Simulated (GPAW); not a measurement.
## Dielectric function and optical constants of RbNbF3 (model structure)

Aim: the dielectric function of RbNbF3 (model structure), and the optical constants that follow from it. The cell was made here by substitution or stacking, whether or not such a phase is known. It was built so: All V replaced by Nb in the Pm-3m structure of RbVF3. The cell given below was relaxed beforehand with Ansatz.

Program: GPAW 26.7.0. Level of theory: DFT, RPBE, plane-wave PAW (GPAW data sets), scalar-relativistic, RPA, optical limit. Results are calculated unless marked as measured.

### 1. The starting structure

Symmetry: Pm-3m, No. 221, cubic system. Conventional cell: a = 4.446 Å, b = 4.446 Å, c = 4.446 Å, α = 90.00°, β = 90.00°, γ = 90.00°. Nb has 6 F at 2.22 Å nearest. Nearest to Rb lie 12 F at 3.14 Å. F has 2 Nb at 2.22 Å and 4 Rb at 3.14 Å nearest. All V replaced by Nb in the Pm-3m structure of RbVF3. Farther neighbours and most contacts between anions are not listed.

Structure file:

```cif
data_structure
_symmetry_space_group_name_H-M 'Pm-3m'
_symmetry_Int_Tables_number 221
_cell_length_a 4.4459
_cell_length_b 4.4459
_cell_length_c 4.4459
_cell_angle_alpha 90.000
_cell_angle_beta 90.000
_cell_angle_gamma 90.000
_cell_volume 87.88
loop_
_atom_site_label
_atom_site_type_symbol
_atom_site_symmetry_multiplicity
_atom_site_Wyckoff_symbol
_atom_site_fract_x
_atom_site_fract_y
_atom_site_fract_z
_atom_site_occupancy
Nb1 Nb 1 b 0.50000 0.50000 0.50000 1
Rb1 Rb 1 a 0.00000 0.00000 0.00000 1
F1 F 3 c 0.50000 0.00000 0.50000 1
```

### 2. Bands for the response

The response needs many more empty bands than the density does.

This step: DFT, RPBE, plane-wave PAW (GPAW data sets), scalar-relativistic, bands at fixed density (GPAW 26.7.0).

File nscf.py:

```python
from ase.dft.bandgap import bandgap
from gpaw import GPAW, FermiDirac

calc = GPAW('gs.gpw').fixed_density(kpts={'size': (8, 8, 8), 'gamma': True}, nbands=52, convergence={'bands': 46},
                                    occupations=FermiDirac(0.05), txt='nscf.txt')
print('gap (eV)', bandgap(calc, output=None)[0])
print('direct gap (eV)', bandgap(calc, direct=True, output=None)[0])
calc.write('full.gpw', mode='all')
```

Started as:

```sh
> OMP_NUM_THREADS=1 python nscf.py
```

Output:

```text
Diagonalizing LCAO Hamiltonian
Converting LCAO to pw mode
convergence criteria:
- Maximum integral of absolute [eigenst]ate change: 4e-08 eV^2 / valence electron
maximum number of iterations: 150

SCF iterations
|iter     |      energy | eigst |  dens |
|iter:   1||             | +2.93 |       |
|iter:   2||             | +1.74 |       |
|iter:   3||             | +0.65 |       |
|iter:   4||             | -0.63 |       |
|iter:   5||             | -1.61 |       |
|iter:   6||             | -2.76 |       |
|iter:   7||             | -3.68 |       |
|iter:   8||             | -4.78 |       |
|iter:   9||             | -5.64 |       |
|iter:  10||             | -6.67 |       |
|iter:  11||             | -7.33 |       |
|iter:  12||             | -7.97c|       |
SCF steps: 12
  __  _  _
 | _ |_)|_||  |
 |__||  | ||/\| - 26.7.0

Versions:
  Python: 3.12.14
  ASE:    3.29.0
  Numpy:  2.5.5
  Scipy:  1.18.1
  Libxc:  7.0.0

Input parameters:
  mode=PW(ecut=400.0),
  convergence={'bands': 46},
  gpts=array([21, 21, 21]),
  kpts=MonkhorstPack(size=(8, 8, 8), gamma=True),
  maxiter=150,
  nbands=52,
  occupations=Occupations(name='fermi-dirac', width=0.05, fixmagmom=False),
  parallel={},
  xc=XC(name='RPBE')

--- standard output ---
gap (eV) 0.0
direct gap (eV) 0.0
```

Run time: 67 s. Hardware: 1 thread of Arm Neoverse V1, shared host; peak memory 0.21 GiB.

### 3. Dielectric function, RPA

Transitions between filled and empty bands, summed over the zone, give the optical response, so mesh, band count and broadening shape it.

The induced potential is part of this response.

This step: DFT, RPBE, plane-wave PAW (GPAW data sets), scalar-relativistic, RPA, optical limit (GPAW 26.7.0).

File df.py:

```python
from gpaw.response.df import DielectricFunction

df = DielectricFunction('full.gpw', frequencies={'type': 'nonlinear', 'domega0': 0.03, 'omega2': 8},
                        ecut=30,
                        eta=0.15,
                        nbands=46,
                        rate=0.2,
                        txt='df.txt')
for direction in ['x']:
    df.get_dielectric_function(xc='RPA', direction=direction, filename=f'df_{direction}.csv')
```

Started as:

```sh
> OMP_NUM_THREADS=1 python df.py
```

Output:

```text
Using integrator: PointIntegrator
NonLinearFrequencyDescriptor(from 0.000 to 75.754 eV, 514 points)
Nonperiodic BCs:  [False False False]
Using integrator: PointIntegrator
NonLinearFrequencyDescriptor(from 0.000 to 75.754 eV, 514 points)
Nonperiodic BCs:  [False False False]
Using integrator: PointIntegrator

Calculating chi0 body with:
    Ground state adapter containing:
    Number of spins: 1
    Number of kpoints: 512
    Number of irreducible kpoints: 35
    Number of completely occupied states: 20
    Number of partially occupied states: 24

    Linear response parametrization:
    q_c: [0.0, 0.0, 0.0]
    Number of frequency points: 514
    Planewave cutoff: 30.0
    Number of bands: 46
    Number of planewaves: 27
    Broadening (eta): 0.15

Integrating chi0 body.

Symmetries of q_c:
    Direct symmetries (Uq -> q): 48
    Indirect symmetries (TUq -> q): 0
In total 48 allowed symmetries.

35 groups of equivalent kpoints. 93.1640625% reduction.

Integral kind: spectral function

Calculating chi0 optical extensions with:
    Ground state adapter containing:
    Number of spins: 1
    Number of kpoints: 512
    Number of irreducible kpoints: 35
    Number of completely occupied states: 20
    Number of partially occupied states: 24

    Linear response parametrization:
    Number of frequency points: 514
    Planewave cutoff: 30.0
    Number of bands: 46
    Number of planewaves: 27
    Broadening (eta): 0.15
Integrating chi0 head and wings.

Symmetries of q_c:
    Direct symmetries (Uq -> q): 48
    Indirect symmetries (TUq -> q): 0
In total 48 allowed symmetries.

35 groups of equivalent kpoints. 93.1640625% reduction.

Integral kind: spectral function wings

Calculating drude chi0 with:
    Number of frequency points:514
    Plasma frequency decay rate: 0.2 eV

    Ground state adapter containing:
    Number of spins: 1
    Number of kpoints: 512
    Number of irreducible kpoints: 35
    Number of completely occupied states: 20
    Number of partially occupied states: 24

Symmetries of q_c:
    Direct symmetries (Uq -> q): 48
    Indirect symmetries (TUq -> q): 0
In total 48 allowed symmetries.

35 groups of equivalent kpoints. 93.1640625% reduction.

Integral kind: intraband
Plasma frequency:
[[3.23+0.j 0.  -0.j 0.  +0.j]
 [0.  +0.j 3.23+0.j 0.  +0.j]
 [0.  +0.j 0.  +0.j 3.23+0.j]]
```

The job ended after 16 s (1 thread; peak memory 0.28 GiB).

Read-outs, printed or worked out from the files:

```
centre of weight of the strongest loss peak in the window : 2.206 eV
```

Some rows of df_x.csv (energy; Re and Im without local fields; Re and Im with them):

```text
0.000000, 307.707083, 0.000000, 307.576906, 0.000000
0.460735, -29.382804, 33.418440, -29.514054, 33.416988
0.943989, -8.693151, 5.144432, -8.826051, 5.137554
1.451455, -2.627940, 1.708362, -2.759836, 1.696618
1.984998, -0.315981, 0.727283, -0.448222, 0.713502
2.546682, 0.805697, 0.362297, 0.678922, 0.355832
3.138794, 1.543101, 0.214511, 1.400496, 0.209449
3.763875, 2.114154, 0.286817, 1.942807, 0.256540
4.424758, 2.406145, 0.317170, 2.237324, 0.271065
5.124608, 2.914874, 0.970536, 2.752018, 0.774966
5.866977, 1.760564, 1.143686, 1.815962, 1.191583
6.655862, 2.285699, 0.343528, 2.178733, 0.356165
7.495775, 2.725215, 1.439057, 2.626859, 1.460735
8.391833, 3.140136, 1.375167, 3.000964, 1.326632
9.349861, 2.401601, 3.053164, 2.292487, 3.072171
10.376517, 0.996642, 1.537374, 0.836513, 1.511267
11.479449, 0.749288, 1.391161, 0.621089, 1.349778
12.667487, 1.283091, 0.762765, 1.053865, 0.754082
13.950874, 1.483940, 1.151604, 1.211204, 1.057478
15.341572, 1.639293, 1.131649, 1.193084, 1.060869
16.853625, 2.130640, 2.015381, 1.207971, 1.113549
```

The Im ε, E ∥ x has structure finer than the step of the table below, so its rows give means over 0.5 eV, whole bins alone (the curve runs from 0.619 to 17.8 eV). Peaks (eV: height): 5.71: 1.47, 7.50: 1.46, 9.75: 3.42, 10.88: 2.02.

Sum at mesh points, not converged in k. Im ε, E ∥ x against photon energy; means over each step:

photon energy (eV), Im ε, E ∥ x and a bar:
```
      1.0        4.9 ##############################
      1.5        1.6 #########
      2.0        0.7 ###
      2.5        0.4 #
      3.0        0.2 
      3.5        0.2 
      4.0        0.3 #
      4.5        0.3 #
      5.0        0.6 ###
      5.5        1.3 #######
      6.0        1.0 #####
      6.5        0.5 ##
      7.0        0.5 ##
      7.5        1.2 ######
      8.0        1.1 #####
      8.5        1.5 ########
      9.0        2.2 #############
      9.5        3.1 ##################
     10.0        2.4 ##############
     10.5        1.5 ########
     11.0        1.8 ##########
     11.5        1.3 #######
     12.0        1.1 #####
     12.5        0.8 ####
     13.0        0.9 ####
     13.5        1.0 #####
     14.0        1.0 #####
     14.5        1.0 #####
     15.0        1.1 #####
     15.5        1.1 #####
     16.0        1.0 #####
     16.5        1.0 #####
     17.0        1.1 ######
     17.5        1.2 ######
```

Values under 1 per cm are given as 1; sum at mesh points, not converged in k. Table of absorption coefficient, E ∥ x by photon energy:

photon energy (eV), log10 absorption coefficient, E ∥ x (1/cm) and a bar from the least value:
```
      1.0        5.5 ####################
      1.5        5.4 ###################
      2.0        5.2 ###############
      2.5        4.8 #######
      3.0        4.5 ##
      3.5        4.4 
      4.0        4.6 ####
      4.5        4.6 ####
      5.0        5.0 ###########
      5.5        5.3 ##################
      6.0        5.3 #################
      6.5        5.0 ###########
      7.0        4.9 ##########
      7.5        5.5 #####################
      8.0        5.4 ###################
      8.5        5.6 ######################
      9.0        5.7 #########################
      9.5        5.9 #############################
     10.0        6.0 ##############################
     10.5        5.8 ###########################
     11.0        5.9 #############################
     11.5        5.9 ############################
     12.0        5.8 ###########################
     12.5        5.7 ########################
     13.0        5.7 ########################
     13.5        5.7 ##########################
     14.0        5.8 ###########################
     14.5        5.8 ##########################
     15.0        5.8 ###########################
     15.5        5.9 ############################
     16.0        5.8 ###########################
     16.5        5.9 ############################
     17.0        5.9 #############################
     17.5        6.0 ##############################
```

The Im ε, E ∥ x has structure finer than the step of the table below, so its rows give means over 0.5 eV, whole bins alone (the curve runs from 0.619 to 17.8 eV). Peaks (eV: height): without local fields 5.66: 1.59, 7.50: 1.44, 9.75: 3.35, 10.88: 2.02, 17.28: 2.62; with local fields 5.71: 1.47, 7.50: 1.46, 9.75: 3.42, 10.88: 2.02.

Sum at mesh points, not converged in k. Table of Im ε, E ∥ x by photon energy; means over each step:

```
photon energy (eV)  without local fields  with local fields
               1.0                  4.93               4.92
               1.5                  1.62               1.61
               2.0                 0.741              0.726
               2.5                 0.406              0.397
               3.0                 0.243              0.238
               3.5                 0.220              0.206
               4.0                 0.350              0.306
               4.5                 0.354              0.298
               5.0                 0.808              0.647
               5.5                  1.45               1.26
               6.0                 0.997               1.04
               6.5                 0.458              0.489
               7.0                 0.462              0.461
               7.5                  1.20               1.21
               8.0                  1.08               1.05
               8.5                  1.59               1.53
               9.0                  2.23               2.20
               9.5                  3.05               3.07
              10.0                  2.36               2.37
              10.5                  1.52               1.50
              11.0                  1.86               1.81
              11.5                  1.38               1.34
              12.0                  1.06               1.05
              12.5                 0.822              0.808
              13.0                 0.890              0.862
              13.5                  1.07              0.984
              14.0                  1.14               1.04
              14.5                  1.05              0.960
              15.0                  1.14               1.05
              15.5                  1.19               1.06
              16.0                  1.15              0.951
              16.5                  1.48               1.02
              17.0                  2.26               1.11
              17.5                  2.30               1.19
```

Sum at mesh points, not converged in k. The loss function −Im 1/ε at q → 0, E ∥ x by energy loss; read off at these points:

energy loss (eV), loss function −Im 1/ε at q → 0, E ∥ x and a bar:
```
     1.00       0.06 
     1.50       0.18 ##
     2.00       1.07 ##################
     2.17       1.71 ##############################
     2.50       0.75 #############
     3.00       0.14 ##
     3.50       0.06 
     4.00       0.07 
     4.50       0.05 
     5.00       0.08 #
     5.50       0.16 ##
     5.87       0.25 ####
     6.00       0.22 ###
     6.50       0.11 #
     7.00       0.05 
     7.50       0.16 ##
     8.00       0.12 #
     8.50       0.13 #
     9.00       0.17 ##
     9.50       0.23 ###
    10.00       0.43 #######
    10.24       0.52 ########
    10.50       0.47 ########
    11.00       0.45 #######
    11.50       0.62 ##########
    11.63       0.63 ##########
    12.00       0.60 ##########
    12.50       0.51 ########
    13.00       0.35 #####
    13.50       0.39 ######
    14.00       0.42 #######
    14.50       0.39 ######
    15.00       0.41 #######
    15.50       0.43 #######
    16.00       0.44 #######
    16.50       0.41 ######
    17.00       0.44 #######
    17.50       0.47 ########
```

The reflectivity at normal incidence, E ∥ x has structure finer than the step of the table below, so its rows give means over 0.5 eV, whole bins alone (the curve runs from 0.619 to 17.8 eV). Peaks (eV: height): 5.61: 8.01, 7.38: 9.30, 9.82: 20.6, 10.95: 12.2.

Sum at mesh points, not converged in k. Table of reflectivity at normal incidence, E ∥ x by photon energy; means over each step:

```
photon energy (eV)  reflectivity at normal incidence, E ∥ x (%)
               1.0                                         72.9
               1.5                                         60.7
               2.0                                         32.6
               2.5                                         4.02
               3.0                                        0.679
               3.5                                         2.01
               4.0                                         3.34
               4.5                                         4.46
               5.0                                         6.59
               5.5                                         7.78
               6.0                                         5.15
               6.5                                         3.63
               7.0                                         6.27
               7.5                                         8.13
               8.0                                         7.69
               8.5                                         10.1
               9.0                                         12.4
               9.5                                         16.3
              10.0                                         16.5
              10.5                                         8.52
              11.0                                         11.2
              11.5                                         9.06
              12.0                                         6.00
              12.5                                         3.53
              13.0                                         3.41
              13.5                                         4.17
              14.0                                         4.60
              14.5                                         4.04
              15.0                                         4.64
              15.5                                         4.81
              16.0                                         4.08
              16.5                                         4.41
              17.0                                         5.07
              17.5                                         5.99
```

From ε follow the optical constants at some laser and lamp lines:

```
wavelength (nm)     n      k  R (%)     1/α
           1550  1.08  3.704   76.0   33 nm
            633  0.44  0.847   37.1   60 nm
            532  0.67  0.367    8.2  115 nm
            450  1.00  0.146    0.5  245 nm
            405  1.15  0.096    0.7  337 nm
            308  1.44  0.107    3.4  229 nm
            248  1.66  0.191    6.6  104 nm
```

In reflection the computed colour is orange: x = 0.541, y = 0.429, luminous reflectivity 16 %.

### 4. Results

```json
{
  "centre of weight of the strongest loss peak in the window, first axis": "2.21 eV"
}
```

In words: At this level (RPBE, RPA) RbNbF3 is a metal. The mesh is too coarse to trust the carriers' weight, the reflectivity or the colour to better than tens of per cent. In reflection the computed colour is orange: x = 0.541, y = 0.429, luminous reflectivity 16 %. The carriers' damping of 0.2 eV is typed, not computed; it shapes the response at the lowest energies. The run has no spin polarisation; magnetic order or correlation, untested here, could change the spectrum. The curves end at 18 eV, about where the summed bands run out. In this version of GPAW the matrix elements of the optical limit are incomplete, which can lower ε − 1 by up to a tenth where first-row anions or d states rule, and shift it by more in d metals. GPAW's carrier term has the form −ωp²/(ω + i·rate)², which damps like twice the rate and fails at low energy, so the curves leave the lowest energies out. The sum runs over mesh points 0.18 Å⁻¹ apart with no interpolation, so peaks are partly noise of the mesh, and the Drude plasma energy, a sum over the Fermi surface, isn't converged.

[Machine, clock and banner lines and Python warnings are left out of the logs.]

[Logs are printed without paths, hosts, clocks, repeated set-up lines and the standing remarks that a program may print on its own settings, such as how far it seeks lower states.]

[Hosts, paths, dates, database ids (printed as entryN), source tags and the programs' standing remarks are cut or masked in the printed files.]
